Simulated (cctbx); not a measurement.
**CaH8C2 with cctbx, script by script**

Library: cctbx 2025.11. The data are simulated by the first script.

## 1. Simulate the data

run.py:

```python
from cctbx import adptbx, crystal, miller, sgtbx, xray
from cctbx.array_family import flex
from iotbx.shelx import hklf
from scitbx import matrix
import scitbx.random

cs = crystal.symmetry(unit_cell=(6.01, 6.01, 13.298, 90, 90, 90), space_group_symbol='Hall: I -4 2bw')  # I-42d
atoms = [  # label, site, U (iso, or U11 U22 U33 U12 U13 U23 in A^2), occupancy
    ("Ca1", (0, 0.5, 0.25), (0.0122, 0.0122, 0.0119, 0.0000, 0.0000, 0.0000), 1),
    ("C1", (0, 0.5, 0.4658), (0.0128, 0.0163, 0.0155, 0.0005, 0.0000, 0.0000), 1),
    ("H1", (0.3642, 0.8937, 0.0234), 0.0284, 1),
    ("H2", (0.9057, 0.6514, 0.4183), 0.0297, 1),
]
xs = xray.structure(crystal_symmetry=cs)
for label, site, u, occ in atoms:
    u = adptbx.u_cif_as_u_star(cs.unit_cell(), u) if isinstance(u, tuple) else u
    xs.add_scatterer(xray.scatterer(label, site=site, u=u, occupancy=occ))
xs.set_inelastic_form_factors(0.56087, "sasaki")
xs.show_summary()
p1 = xs.expand_to_p1()
ms = miller.build_set(p1, anomalous_flag=True, d_min=0.65)
flex.set_random_seed(428365)
scitbx.random.set_random_seed(428365)
ms = ms.select(flex.random_double(ms.size()) < 0.5)
i = ms.structure_factors_from_scatterers(p1, algorithm="direct").f_calc().as_intensity_array().data()
i = i * 70000 / flex.max(i)
sig = flex.sqrt(i + flex.pow2(0.04 * i) + 15 ** 2)
noise = scitbx.random.variate(scitbx.random.normal_distribution())(i.size())
data = ms.array(data=i + sig * noise, sigmas=sig).set_observation_type_xray_intensity()
with open("data.hkl", "w") as f:
    data.export_as_shelx_hklf(f)
print("reflections written:", data.size(), " <I/sigma> = %.1f" % flex.mean(data.data() / data.sigmas()))
for h, a, b in list(data.sort("data"))[:12]:
    print("%4d%4d%4d %9.1f %7.1f" % (h + (a, b)))
```

```console
$ python run.py
```

```text
Number of scatterers: 4
At special positions: 2
Unit cell: (6.01, 6.01, 13.298, 90, 90, 90)
Space group: I -4 2 d (No. 122)
reflections written: 3621  <I/sigma> = 8.1
   0   2   0   72666.4  2812.5
  -2   0   0   68652.0  2812.5
   0   0   4   62501.0  2564.8
   2  -2   0   46554.3  1800.2
  -2   2   0   46513.0  1800.2
   2   2   0   43576.7  1800.2
   0  -2   4   40613.5  1575.9
   2   0   4   38818.8  1575.9
  -2   0   4   38709.6  1575.9
   2   0  -4   35812.7  1575.9
   0   1  -1   30003.1  1125.0
   0   1   1   29073.6  1125.0
```

Run time: 0.26 s on 1 thread of Arm Neoverse V2, with other jobs on the host, peak memory 0.07 GiB.

## 2. Refinement (lightest element left out)

run.py:

```python
import math
from cctbx import adptbx, crystal, maptbx, sgtbx, xray
from cctbx.array_family import flex
from cctbx.xray import observations
from iotbx.shelx import hklf
from scitbx.lstbx import normal_eqns_solving
from smtbx import absolute_structure, utils
from smtbx.refinement import constraints, least_squares

cs = crystal.symmetry(unit_cell=(6.01, 6.01, 13.298, 90, 90, 90), space_group_symbol='Hall: I -4 2bw')  # I-42d
atoms = [  # label, site, U (iso, or U11 U22 U33 U12 U13 U23 in A^2), occupancy
    ("Ca1", (0, 0.5, 0.25), 0.0200, 1),
    ("C1", (0, 0.5, 0.4643), 0.0200, 1),
]
xs = xray.structure(crystal_symmetry=cs)
for label, site, u, occ in atoms:
    u = adptbx.u_cif_as_u_star(cs.unit_cell(), u) if isinstance(u, tuple) else u
    xs.add_scatterer(xray.scatterer(label, site=site, u=u, occupancy=occ))
xs.set_inelastic_form_factors(0.56087, "sasaki")
raw = hklf.reader(file_name="data.hkl").as_miller_arrays(crystal_symmetry=cs, anomalous=True)[0]
merged = raw.eliminate_sys_absent().merge_equivalents()
fo2 = merged.array().set_observation_type_xray_intensity()
print("Rint %.3f, %d unique reflections to %.2f A" % (merged.r_int(), fo2.size(), fo2.d_min()))
for sc in xs.scatterers():
    sc.flags.set_grad_site(True)
    sc.flags.set_grad_u_aniso(sc.flags.use_u_aniso())
    sc.flags.set_grad_u_iso(sc.flags.use_u_iso())
obs = fo2.as_xray_observations()
extra = {}
rep = constraints.reparametrisation(xs, [], utils.connectivity_table(xs), **extra)
ls = least_squares.crystallographic_ls(obs, rep, weighting_scheme=least_squares.mainstream_shelx_weighting(a=0, b=0))
print("cycle     R1     wR2    GooF  max shift (A)")
for cycle in range(8):
    ls.build_up()
    r1, wr2, goof = ls.r1_factor(cutoff_factor=2)[0], ls.wR2(), ls.goof()
    old = xs.sites_cart()
    normal_eqns_solving.levenberg_marquardt_iterations(ls, n_max_iterations=3, tau=1e-06, step_threshold=1e-7)
    big = flex.max((xs.sites_cart() - old).norms())
    print("%4d %7.4f %7.4f %7.3f %9.5f" % (cycle + 1, r1, wr2, goof, big))
    ls.build_up(objective_only=True)
    if abs(ls.wR2() - wr2) < 5e-5 and big < 5e-4:
        break
ls.build_up()
print("final R1 %.4f wR2 %.4f GooF %.3f  parameters %d  data/parameter %.1f" % (ls.r1_factor(cutoff_factor=2)[0], ls.wR2(), ls.goof(), ls.n_parameters, fo2.size() / ls.n_parameters))
cov = ls.covariance_matrix_and_annotations()
su = dict(zip(cov.annotations, (math.sqrt(max(v, 0)) for v in cov.matrix.matrix_packed_u_diagonal())))
a2 = cs.unit_cell().reciprocal_parameters()[0] ** -2
print("atom        x        y        z      Ueq    occ   su(xyz)  su(Uiso or U11)")
for sc in xs.scatterers():
    s = max(su.get(sc.label + k, 0) for k in (".x", ".y", ".z"))
    npd = "" if sc.is_positive_definite_u(cs.unit_cell()) else "  NPD"
    print("%-5s %8.5f %8.5f %8.5f %8.4f %6.3f %8.5f %7.4f%s" % ((sc.label,) + sc.site + (sc.u_iso_or_equiv(cs.unit_cell()), sc.occupancy, s, su.get(sc.label + ".uiso", su.get(sc.label + ".u11", 0) * a2), npd)))
fo = fo2.f_sq_as_f()
fc = fo.structure_factors_from_scatterers(xs, algorithm="direct").f_calc()
diff = fo.f_obs_minus_f_calc(1 / math.sqrt(ls.scale_factor()), fc).average_bijvoet_mates()
m = diff.fft_map(symmetry_flags=maptbx.use_space_group_symmetry, resolution_factor=0.25).apply_volume_scaling()
print("difference map: max %.2f min %.2f rms %.2f" % (m.statistics().max(), m.statistics().min(), m.statistics().sigma()))
peaks = m.peak_search(parameters=maptbx.peak_search_parameters(min_distance_sym_equiv=0.6, max_clusters=8)).all()
near = xs.closest_distances(peaks.sites(), distance_cutoff=4)
sps = cs.special_position_settings(min_distance_sym_equiv=0.5)
for k, (x, h) in enumerate(zip(peaks.sites(), peaks.heights())):
    ss = sps.site_symmetry(x)
    print("Q%-3d %7.4f %7.4f %7.4f %4d %7.2f  %.2f A from %s" % ((k + 1,) + tuple(t % 1 for t in ss.exact_site()) + (ss.multiplicity(), h, near.smallest_distances[k], xs.scatterers()[near.i_seqs[k]].label)))
```

```console
$ python run.py
```

```text
Rint 0.029, 456 unique reflections to 0.65 A
cycle     R1     wR2    GooF  max shift (A)
   1  0.0969  0.2132   7.492   0.01898
   2  0.0228  0.0650   2.283   0.00000
final R1 0.0228 wR2 0.0650 GooF 2.283  parameters 3  data/parameter 152.0
atom        x        y        z      Ueq    occ   su(xyz)  su(Uiso or U11)
Ca1    0.00000  0.50000  0.25000   0.0119  1.000  0.00000  0.0001
C1     0.00000  0.50000  0.46573   0.0145  1.000  0.00010  0.0002
difference map: max 0.44 min -0.15 rms 0.08
Q1    0.1076  0.1263  0.2705   16    0.45  1.23 A from C1
Q2    0.1076  0.6263  0.9795   16    0.45  1.23 A from C1
Q3    0.0981  0.1398  0.8332   16    0.37  1.22 A from C1
Q4    0.0980  0.6402  0.4168   16    0.37  1.22 A from C1
Q5    0.0000  0.0000  0.0000    4    0.20  0.00 A from Ca1
Q6    0.0000  0.0000  0.8194    8    0.17  0.47 A from C1
Q7    0.0000  0.0000  0.2520    8    0.13  0.48 A from C1
Q8    0.0009  0.1629  0.7118   16    0.12  1.37 A from C1
```

Time: 0.43 s.

## 3. Refinement (whole model)

run.py, as its changes from the last script of this kind:

```diff
@@ -13,0 +14,2 @@
+    ("H1", (0.361, 0.9017, 0.0247), 0.0200, 1),
+    ("H2", (0.9052, 0.6484, 0.4175), 0.0200, 1),
@@ -58 +60 @@
-peaks = m.peak_search(parameters=maptbx.peak_search_parameters(min_distance_sym_equiv=0.6, max_clusters=8)).all()
+peaks = m.peak_search(parameters=maptbx.peak_search_parameters(min_distance_sym_equiv=0.6, max_clusters=6)).all()
```

```console
$ python run.py
```

```text
Rint 0.029, 456 unique reflections to 0.65 A
cycle     R1     wR2    GooF  max shift (A)
   1  0.0941  0.2025   7.179   0.03145
   2  0.0114  0.0298   1.056   0.00008
final R1 0.0114 wR2 0.0298 GooF 1.056  parameters 11  data/parameter 41.5
atom        x        y        z      Ueq    occ   su(xyz)  su(Uiso or U11)
Ca1    0.00000  0.50000  0.25000   0.0121  1.000  0.00000  0.0001
C1     0.00000  0.50000  0.46573   0.0148  1.000  0.00005  0.0001
H1     0.36448  0.89851  0.02367   0.0258  1.000  0.00223  0.0030
H2     0.90653  0.64988  0.41851   0.0340  1.000  0.00218  0.0037
difference map: max 0.14 min -0.15 rms 0.04
Q1    0.9987  0.0616  0.8837   16    0.15  1.04 A from H2
Q2    0.0000  0.0000  0.1813    8    0.13  0.46 A from C1
Q3    0.0233  0.6459  0.7676   16    0.12  1.65 A from H2
Q4    0.0186  0.5825  0.5620   16    0.11  0.88 A from H1
Q5    0.0670  0.6519  0.1396   16    0.11  0.98 A from H2
Q6    0.0477  0.6401  0.9528   16    0.11  0.95 A from H1
```

Time: 0.45 s.

## 4. Simulate the data

run.py, as its changes from the last script of this kind:

```diff
@@ -18 +18 @@
-xs.set_inelastic_form_factors(0.56087, "sasaki")
+xs.switch_to_neutron_scattering_dictionary()
@@ -21 +21 @@
-ms = miller.build_set(p1, anomalous_flag=True, d_min=0.65)
+ms = miller.build_set(p1, anomalous_flag=True, d_min=0.8)
@@ -26 +26 @@
-i = i * 70000 / flex.max(i)
+i = i * 5000 / flex.max(i)
```

```console
$ python run.py
```

```text
Number of scatterers: 4
At special positions: 2
Unit cell: (6.01, 6.01, 13.298, 90, 90, 90)
Space group: I -4 2 d (No. 122)
reflections written: 1940  <I/sigma> = 3.2
   4   0   0    5134.6   212.7
   0  -4   0    4915.1   212.7
   0   4   0    4856.5   212.7
  -1   0  -9    1891.4    86.9
   1   0   9    1817.4    86.9
   0  -1   9    1809.3    86.9
   0   1   9    1806.1    86.9
  -2   2   4    1725.7    78.4
   2   2  -4    1705.6    78.4
  -2  -2   4    1548.3    78.4
   2   2   4    1521.7    78.4
   2   2   0    1517.3    70.2
```

Time: 0.26 s.

## 5. Refinement (lightest element left out)

run.py, as its changes from the last script of this kind:

```diff
@@ -13,3 +13 @@
-    ("C1", (0, 0.5, 0.4643), 0.0200, 1),
-    ("H1", (0.361, 0.9017, 0.0247), 0.0200, 1),
-    ("H2", (0.9052, 0.6484, 0.4175), 0.0200, 1),
+    ("C1", (0, 0.5, 0.4645), 0.0200, 1),
@@ -21 +19 @@
-xs.set_inelastic_form_factors(0.56087, "sasaki")
+xs.switch_to_neutron_scattering_dictionary()
@@ -60 +58 @@
-peaks = m.peak_search(parameters=maptbx.peak_search_parameters(min_distance_sym_equiv=0.6, max_clusters=6)).all()
+peaks = m.peak_search(parameters=maptbx.peak_search_parameters(min_distance_sym_equiv=0.6, max_clusters=8)).all()
```

```console
$ python run.py
```

```text
Rint 0.066, 243 unique reflections to 0.80 A
cycle     R1     wR2    GooF  max shift (A)
   1  0.4077  0.7036  11.613   0.00326
   2  0.4101  0.7018  11.584   0.00006
final R1 0.4102 wR2 0.7018 GooF 11.584  parameters 3  data/parameter 81.0
atom        x        y        z      Ueq    occ   su(xyz)  su(Uiso or U11)
Ca1    0.00000  0.50000  0.25000   0.0272  1.000  0.00000  0.0073
C1     0.00000  0.50000  0.46426   0.0189  1.000  0.00120  0.0042
difference map: max 9.62 min -5.72 rms 1.10
Q1    0.0000  0.0000  0.2213    8    9.63  0.09 A from C1
Q2    0.0000  0.0000  0.5000    4    6.30  3.04 A from C1
Q3    0.0000  0.0000  0.0000    4    3.25  0.00 A from Ca1
Q4    1.0000  0.2186  0.6635   16    3.23  2.09 A from C1
Q5    1.0000  0.0580  0.8552   16    2.67  0.99 A from C1
Q6    0.1013  0.1827  0.3341   16    2.10  2.03 A from C1
Q7    0.1013  0.6827  0.9159   16    2.10  2.03 A from C1
Q8    1.0000  0.1887  0.0926   16    1.92  1.67 A from Ca1
```

Time: 0.41 s.

Figures of merit this high mean that the model is still wrong or incomplete.

## 6. Refinement (whole model)

run.py, as its changes from the last script of this kind:

```diff
@@ -13,0 +14,2 @@
+    ("H1", (0.3668, 0.8945, 0.0231), 0.0200, 1),
+    ("H2", (0.9066, 0.652, 0.4164), 0.0200, 1),
@@ -58 +60 @@
-peaks = m.peak_search(parameters=maptbx.peak_search_parameters(min_distance_sym_equiv=0.6, max_clusters=8)).all()
+peaks = m.peak_search(parameters=maptbx.peak_search_parameters(min_distance_sym_equiv=0.6, max_clusters=6)).all()
```

```console
$ python run.py
```

```text
Rint 0.066, 243 unique reflections to 0.80 A
cycle     R1     wR2    GooF  max shift (A)
   1  0.0964  0.2016   3.384   0.02572
   2  0.0333  0.0591   0.993   0.00001
final R1 0.0333 wR2 0.0591 GooF 0.993  parameters 11  data/parameter 22.1
atom        x        y        z      Ueq    occ   su(xyz)  su(Uiso or U11)
Ca1    0.00000  0.50000  0.25000   0.0125  1.000  0.00000  0.0005
C1     0.00000  0.50000  0.46579   0.0150  1.000  0.00009  0.0003
H1     0.36450  0.89364  0.02356   0.0284  1.000  0.00039  0.0005
H2     0.90597  0.65119  0.41828   0.0294  1.000  0.00042  0.0005
difference map: max 0.41 min -0.47 rms 0.14
Q1    0.0425  0.1415  0.4231   16    0.44  1.29 A from H2
Q2    0.1379  0.7046  0.6728   16    0.43  1.34 A from H1
Q3    0.0988  0.2025  0.0083   16    0.43  1.06 A from H1
Q4    0.1372  0.7073  0.1735   16    0.43  1.20 A from H2
Q5    0.1323  0.2084  0.6698   16    0.42  1.88 A from H1
Q6    0.1161  0.7133  0.4907   16    0.39  0.79 A from H1
```

Run time: 0.43 s on 1 thread of Arm Neoverse V2, on a shared host, peak memory 0.09 GiB.

[Logs are printed without paths, hosts, clocks, repeated set-up lines and the standing remarks that a program may print on its own settings, such as how far it seeks lower states.]
